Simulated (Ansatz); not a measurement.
# (SrO)2(KF)1 [001] superlattice, started as rocksalt type: relaxing the cell for a phonon run

Aim: bring (SrO)2(KF)1 [001] superlattice, started as rocksalt type to small forces and stress, as phonons need.

Program: Ansatz 0.2.0. Level of theory: DFT LDA, scalar-relativistic, plane waves, PAW. Results are calculated unless marked as measured.

This is a report of a sequence of runs, with most program output left out.

The structure was built from a prototype and need not be the compound's stable phase.

### Step 1. Starting point

The structure is tetragonal, space group I4/mmm (No. 139). Conventional cell: a = 3.693 Å, b = 3.693 Å, c = 15.670 Å, α = 90.00°, β = 90.00°, γ = 90.00°. F has 2 Sr at 2.61 Å and 4 K at 2.61 Å nearest. Nearest to K lie 2 O at 2.61 Å and 4 F at 2.61 Å. Nearest to O lie 5 Sr at 2.61 Å and 1 K at 2.61 Å. Nearest to Sr lie 5 O at 2.61 Å and 1 F at 2.61 Å. Farther neighbours and most contacts between anions are not listed.

### Step 2. Probe on a coarse mesh

First a cheap look: the gap decides the mesh and the occupations, the pressure tells how far the cell has to move.

input.yaml reads:

```yaml
crystal:
  lattice:
    - [2.61167, 2.61167, 0.0]
    - [-2.61167, 2.61167, 0.0]
    - [2.61167, 0.0, 7.835]
  atoms:
    - { symbol: F, position: [0.166667, 0.833333, 0.666667] }
    - { symbol: K, position: [0.666667, 0.333333, 0.666667] }
    - { symbol: O, position: [0.5, 0.5, 0.0] }
    - { symbol: O, position: [0.833333, 0.166667, 0.333333] }
    - { symbol: Sr, position: [0.0, 0.0, 0.0] }
    - { symbol: Sr, position: [0.333333, 0.666667, 0.333333] }
kpoints:
  mp_grid: { grid: [6, 6, 6] }
hamiltonian:
  xc: lda
scf:
  occupations: { method: gaussian, width: 0.1 }
output:
  forces: true
  stress: true
  eigenvalues: true
```

The run is started by

```sh
> ansatz run input.yaml --threads 8 --pin off --max-ram 14336MiB --backend cpu --events-out ev --progress --plain --runs-dir out
```

Wall time 0.83 s (8 threads of Arm Neoverse V2, shared host); peak memory 0.48 GiB; 5.3 s of CPU time.

Numbers from this step:

```yaml
pressure: -5.910 GPa
gap_on_the_k_mesh: 3.237 eV
volume_per_atom: 17.81 Å³
direct_gap_on_mesh: 3.237 eV
```

The coarse mesh shows a gap of 3.24 eV and a pressure of -5.9 GPa.

### Step 3. Rough relaxation

A rough relaxation comes first, because large forces or stress need no tight tolerances yet.

input.yaml, as its differences from that of step 2:

```diff
@@ -22 +22,6 @@
   eigenvalues: true
+relax:
+  adjacent_minimum: "off"
+  f_tol: 0.05
+  max_steps: 80
+  cell: { stress_tol: 0.5 }
```

The job ended after 5.1 s (8 threads; peak memory 0.51 GiB).

Step by step:

```tsv
step	energy less that of the first step (eV)	largest force component (eV/Å)	pressure (GPa)	volume (Å³)
1	0.0000	0.6021	-5.91	106.88
2	-0.1482	0.5438	5.91	93.44
3	-0.2517	0.1234	-0.69	99.77
4	-0.2573	0.0611	0.07	99.07
5	-0.2576	0.0392	0.08	99.11
6*	-0.2413	0.0386	-0.22	99.11
```

Relaxation steps marked * repeat the geometry before them on a plane-wave basis chosen anew for their cell, so energy and pressure can jump there.

The run keeps the 16 symmetry operations that it works with, so distortions that break them were not tested.

```tsv
conventional cell, symmetrised	before	after	change
a (Å)	3.693	3.579	-3.1 %
b (Å)	3.693	3.579	-3.1 %
c (Å)	15.670	15.476	-1.2 %
volume (Å³/atom)	17.81	16.52	-7.3 %
```

The atoms that moved most (Å, as changes of fractional coordinates times the final cell):

```tsv
atom	dx	dy	dz	length
O3	0.000	0.000	0.104	0.104
O4	0.000	0.000	-0.104	0.104
Sr5	0.000	0.000	0.031	0.031
Sr6	0.000	0.000	-0.031	0.031
```

Numbers from this step:

| Item | Value |
| --- | --- |
| pressure | -0.2181 GPa |
| gap on the k-mesh | 3.389 eV |
| volume per atom | 16.52 Å³ |
| direct gap on mesh | 3.412 eV |

In this step the volume went from 17.81 to 16.52 Å³/atom.

### Step 4. Relaxation

Harmonic phonons are second derivatives at a point where the forces vanish, and they are wanted at zero stress, so atoms and cell are relaxed first.

input.yaml reads:

```yaml
crystal:
  lattice:
    - [2.5305989664, 2.5305989664, 0.0]
    - [-2.5305989664, 2.5305989664, 0.0]
    - [2.5305989664, 0.0, 7.7381527475]
  atoms:
    - { symbol: F, position: [0.1666666667, 0.8333333333, 0.6666666667] }
    - { symbol: K, position: [0.6666666667, 0.3333333333, 0.6666666667] }
    - { symbol: O, position: [0.4932707565, 0.5067292435, 0.0134584869] }
    - { symbol: O, position: [0.8400625768, 0.1599374232, 0.3198748464] }
    - { symbol: Sr, position: [-0.0019976149, 0.0019976149, 0.0039952297] }
    - { symbol: Sr, position: [0.3353309482, 0.6646690518, 0.3293381036] }
kpoints:
  mp_grid: { grid: [6, 6, 6] }
hamiltonian:
  xc: lda
scf:
  occupations: { method: gaussian, width: 0.02 }
output:
  forces: true
  stress: true
  eigenvalues: true
  write_density: true
  write_potential: true
  elf: true
  volumetric_format: npy
relax:
  adjacent_minimum: "off"
  f_tol: 0.005
  max_steps: 80
  cell: { stress_tol: 0.05 }
```

The job ended after 5.3 s (8 threads; peak memory 0.51 GiB).

Step by step:

```tsv
step	energy less that of the first step (eV)	largest force component (eV/Å)	pressure (GPa)	volume (Å³)
1	0.0000	0.0387	-0.22	99.11
2	0.0009	0.1683	0.28	98.61
3	-0.0012	0.0084	0.00	98.86
4	-0.0012	0.0035	-0.02	98.86
5*	-0.0004	0.0035	-0.04	98.86
6	-0.0005	0.0001	0.00	98.82
7*	-0.0004	0.0001	0.00	98.82
```

Relaxation steps marked * repeat the geometry before them on a plane-wave basis chosen anew for their cell, so energy and pressure can jump there. Relaxation step 2 was tried and not accepted.

The run keeps the 16 symmetry operations that it works with, so distortions that break them were not tested.

```tsv
conventional cell, symmetrised	before	after	change
a (Å)	3.579	3.576	-0.1 %
b (Å)	3.579	3.576	-0.1 %
c (Å)	15.476	15.454	-0.1 %
volume (Å³/atom)	16.52	16.47	-0.3 %
```

Final coordinates:

```cif
data_structure
_symmetry_space_group_name_H-M 'P 1'
_symmetry_Int_Tables_number 1
_cell_length_a 3.5761
_cell_length_b 3.5761
_cell_length_c 8.1303
_cell_angle_alpha 102.705
_cell_angle_beta 77.295
_cell_angle_gamma 90.000
_cell_volume 98.82
loop_
_atom_site_label
_atom_site_type_symbol
_atom_site_fract_x
_atom_site_fract_y
_atom_site_fract_z
_atom_site_occupancy
F1 F 0.16667 0.83333 0.66667 1
K2 K 0.66667 0.33333 0.66667 1
O3 O 0.49366 0.50634 0.01268 1
O4 O 0.83967 0.16033 0.32065 1
Sr5 Sr 0.99797 0.00203 0.00405 1
Sr6 Sr 0.33536 0.66464 0.32928 1
```

A gap read on the k-mesh alone can miss the band edges.

Numbers from this step:

- pressure: 8.54e-4 GPa
- gap on the k-mesh: 3.387 eV
- volume per atom: 16.47 Å³

Electrostatic potential energy in the ac plane of the conventional cell at fractional y = 0.000, with atoms of F and K and O and Sr within 0.2 Å of it. With pseudopotentials it is smooth inside the atoms' cores, unlike the true potential.

Ten even steps from '0' (-83 eV) to '9' (12 eV), each cell a mean:
```
55689999999765
89999999999999
99999999999999
56899999999975
56899999999975
99999999999999
67899999999876
00268999998510
11478999998631
88999999999988
99999999999999
55799999999965
56899999999976
99999999999999
67899999999887
00378999998610
01478999998620
88899999999988
89999999999998
45799999999964
67999999999987
99999999999999
88899999999988
44689999998754
```
Columns run along a (3.6 Å; values clipped at the 3rd and 97th percentile), rows up along c (15.5 Å), edges of the conventional cell, whose origin can differ from the input's. Atoms in or near the plane, at fractional coordinates: F at (0.00, 0.50), K at (0.00, 0.00), O at (0.00, 0.17), O at (0.00, 0.83), Sr at (0.00, 0.67), Sr at (0.00, 0.33).

Valence density in the ac plane of the conventional cell at fractional y = 0.000, with atoms of F and K and O and Sr within 0.2 Å of it. It is the smooth field of the valence electrons, not physical close to the nuclei.

Values in units of 1e0 e/Å³, 24 rows by 14 columns, each cell a mean:
```
3.4 2.9 1.8 0.7 0.2 0.1 0.0 0.0 0.0 0.1 0.4 1.0 2.3 3.2
0.5 0.4 0.2 0.1 0.1 0.0 0.0 0.0 0.0 0.0 0.1 0.2 0.3 0.5
0.5 0.4 0.3 0.1 0.1 0.0 0.0 0.0 0.0 0.1 0.1 0.2 0.3 0.4
4.8 3.5 1.5 0.6 0.2 0.1 0.1 0.1 0.1 0.1 0.3 0.8 2.3 4.1
5.1 3.8 1.6 0.6 0.2 0.1 0.1 0.1 0.1 0.1 0.3 0.8 2.4 4.3
0.6 0.5 0.3 0.2 0.1 0.1 0.0 0.0 0.0 0.1 0.1 0.2 0.4 0.5
1.2 1.0 0.6 0.3 0.1 0.1 0.0 0.0 0.0 0.1 0.2 0.4 0.8 1.1
2.0 2.5 2.2 1.1 0.4 0.1 0.1 0.1 0.1 0.2 0.6 1.5 2.5 2.3
2.3 2.3 1.7 0.8 0.3 0.1 0.1 0.0 0.1 0.1 0.4 1.1 2.0 2.3
0.6 0.5 0.3 0.1 0.1 0.0 0.0 0.0 0.0 0.0 0.1 0.2 0.4 0.5
0.7 0.5 0.3 0.1 0.1 0.0 0.0 0.0 0.0 0.0 0.1 0.2 0.4 0.6
9.1 6.0 2.0 0.6 0.2 0.1 0.0 0.0 0.0 0.1 0.3 0.8 3.3 7.3
6.1 4.0 1.4 0.4 0.1 0.1 0.0 0.0 0.0 0.1 0.2 0.6 2.2 4.9
0.4 0.3 0.2 0.1 0.0 0.0 0.0 0.0 0.0 0.0 0.1 0.1 0.2 0.3
1.1 0.9 0.5 0.2 0.1 0.0 0.0 0.0 0.0 0.1 0.1 0.3 0.7 1.0
2.1 2.4 2.1 1.1 0.4 0.1 0.1 0.1 0.1 0.2 0.5 1.4 2.4 2.4
2.2 2.4 1.9 0.9 0.3 0.1 0.1 0.1 0.1 0.2 0.5 1.2 2.2 2.3
0.7 0.6 0.4 0.2 0.1 0.1 0.0 0.0 0.0 0.1 0.1 0.2 0.5 0.7
1.2 0.9 0.5 0.2 0.1 0.1 0.0 0.0 0.1 0.1 0.2 0.3 0.6 1.0
6.3 4.7 2.0 0.7 0.3 0.1 0.1 0.1 0.1 0.2 0.4 1.0 3.0 5.4
3.2 2.3 1.1 0.4 0.2 0.1 0.1 0.0 0.1 0.1 0.2 0.6 1.5 2.7
0.3 0.2 0.2 0.1 0.1 0.0 0.0 0.0 0.0 0.0 0.1 0.1 0.2 0.3
1.0 0.8 0.5 0.2 0.1 0.0 0.0 0.0 0.0 0.0 0.1 0.3 0.6 0.9
3.9 3.6 2.2 0.9 0.3 0.1 0.0 0.0 0.0 0.1 0.4 1.3 2.8 3.8
```
Columns run along a (3.6 Å), rows up along c (15.5 Å), edges of the conventional cell, whose origin can differ from the input's. Atoms in or near the plane, at fractional coordinates: F at (0.00, 0.50), K at (0.00, 0.00), O at (0.00, 0.17), O at (0.00, 0.83), Sr at (0.00, 0.67), Sr at (0.00, 0.33).

ELF in the ac plane of the conventional cell at fractional y = 0.000, with atoms of F and K and O and Sr within 0.2 Å of it. It is the smooth field of the valence electrons, not physical close to the nuclei.

Values, 24 rows by 14 columns, each cell a mean:
```
0.79 0.83 0.84 0.72 0.40 0.09 0.02 0.01 0.03 0.18 0.53 0.78 0.84 0.81
0.42 0.38 0.29 0.17 0.07 0.02 0.01 0.01 0.01 0.03 0.10 0.22 0.33 0.40
0.50 0.49 0.44 0.36 0.24 0.10 0.04 0.02 0.05 0.14 0.28 0.40 0.46 0.49
0.63 0.73 0.80 0.72 0.49 0.20 0.06 0.04 0.09 0.30 0.59 0.76 0.79 0.70
0.61 0.73 0.80 0.72 0.50 0.20 0.06 0.04 0.09 0.31 0.59 0.76 0.78 0.68
0.45 0.44 0.39 0.31 0.19 0.09 0.04 0.03 0.05 0.13 0.24 0.34 0.41 0.44
0.63 0.60 0.51 0.33 0.13 0.04 0.03 0.03 0.03 0.06 0.19 0.40 0.56 0.62
0.33 0.55 0.81 0.78 0.46 0.11 0.04 0.03 0.05 0.20 0.60 0.82 0.74 0.46
0.59 0.71 0.82 0.72 0.39 0.09 0.03 0.03 0.04 0.17 0.52 0.79 0.79 0.66
0.47 0.44 0.35 0.20 0.07 0.02 0.02 0.02 0.02 0.04 0.12 0.26 0.39 0.46
0.50 0.47 0.39 0.26 0.12 0.03 0.01 0.01 0.02 0.05 0.16 0.31 0.42 0.48
0.64 0.74 0.78 0.66 0.36 0.09 0.02 0.01 0.03 0.17 0.48 0.72 0.78 0.71
0.72 0.76 0.75 0.59 0.31 0.08 0.02 0.01 0.03 0.14 0.42 0.67 0.76 0.74
0.32 0.29 0.22 0.14 0.06 0.02 0.01 0.01 0.01 0.03 0.09 0.17 0.25 0.30
0.65 0.63 0.53 0.35 0.14 0.04 0.02 0.02 0.02 0.06 0.20 0.43 0.58 0.64
0.38 0.58 0.81 0.77 0.46 0.11 0.04 0.03 0.05 0.20 0.60 0.82 0.75 0.50
0.51 0.67 0.82 0.72 0.39 0.09 0.04 0.03 0.04 0.17 0.53 0.79 0.77 0.60
0.45 0.42 0.33 0.19 0.08 0.03 0.03 0.03 0.03 0.05 0.12 0.25 0.37 0.43
0.63 0.61 0.56 0.46 0.30 0.13 0.05 0.03 0.07 0.18 0.36 0.50 0.59 0.62
0.52 0.68 0.80 0.74 0.52 0.21 0.07 0.04 0.10 0.32 0.62 0.78 0.78 0.62
0.73 0.77 0.77 0.67 0.45 0.18 0.06 0.03 0.08 0.27 0.54 0.72 0.78 0.76
0.33 0.32 0.28 0.23 0.15 0.07 0.03 0.02 0.04 0.10 0.18 0.25 0.30 0.32
0.62 0.59 0.49 0.32 0.13 0.03 0.01 0.01 0.01 0.05 0.19 0.39 0.53 0.60
0.72 0.80 0.86 0.78 0.48 0.11 0.02 0.01 0.03 0.22 0.61 0.83 0.85 0.77
```
Columns run along a (3.6 Å), rows up along c (15.5 Å), edges of the conventional cell, whose origin can differ from the input's. Atoms in or near the plane, at fractional coordinates: F at (0.00, 0.50), K at (0.00, 0.00), O at (0.00, 0.17), O at (0.00, 0.83), Sr at (0.00, 0.67), Sr at (0.00, 0.33).

In this step the volume went from 16.52 to 16.47 Å³/atom.

### Step 5. Relaxing to small forces for the phonons

Phonons need a cell at rest on their own settings, so the relaxation is repeated with tight tolerances on forces and stress, using the mesh and the filling of the phonon run that follows.

input.yaml reads:

```yaml
crystal:
  lattice:
    - [2.5286916177, 2.5286916177, 0.0]
    - [-2.5286916177, 2.5286916177, 0.0]
    - [2.5286916177, 0.0, 7.7270117999]
  atoms:
    - { symbol: F, position: [0.1666666667, 0.8333333333, 0.6666666667] }
    - { symbol: K, position: [0.6666666667, 0.3333333333, 0.6666666667] }
    - { symbol: O, position: [0.4936594941, 0.5063405059, 0.0126810118] }
    - { symbol: O, position: [0.8396738392, 0.1603261608, 0.3206523215] }
    - { symbol: Sr, position: [-0.0020253896, 0.0020253896, 0.0040507792] }
    - { symbol: Sr, position: [0.335358723, 0.664641277, 0.3292825541] }
kpoints:
  mp_grid: { grid: [8, 8, 8] }
hamiltonian:
  xc: lda
scf:
  occupations: { method: fixed }
output:
  forces: true
  stress: true
  eigenvalues: true
relax:
  adjacent_minimum: "off"
  f_tol: 0.001
  max_steps: 60
  cell: { stress_tol: 0.01 }
```

The job ended after 2.8 s (8 threads; peak memory 0.54 GiB; 20 s of CPU time).

Little changed from the start: no atom moved by 0.005 Å and no cell edge by 0.1 %.

Numbers from this step:

- pressure: 8.01e-4 GPa
- gap on the k-mesh: 3.388 eV

The largest force component left is 0.16 meV/Å and the pressure is 0.001 GPa, within the tolerances set. The cell now holds 16.47 Å³/atom.

### Step 6. Outcome

```
space group after relaxation (within 0.01 Å) : I4/mmm
lattice constant a                           : 3.576 Å
lattice constant b                           : 3.576 Å
lattice constant c                           : 15.454 Å
volume per atom                              : 16.5 Å³
gap on the k-mesh                            : 3.39 eV
```

**Reading.** The largest force component left is 0.16 meV/Å and the pressure is 0.001 GPa, within the tolerances set. The cell now holds 16.47 Å³/atom. The relaxation keeps the symmetry of its start, so it says nothing on stability against lower symmetry. The starting cell was built on a prototype and not taken from a measurement, so the phase need not exist.

[Logs are printed without paths, hosts, clocks, repeated set-up lines and the standing remarks that a program may print on its own settings, such as how far it seeks lower states.]

[Hosts, paths, dates, database ids (printed as entryN), source tags and the programs' standing remarks are cut or masked in the printed files.]
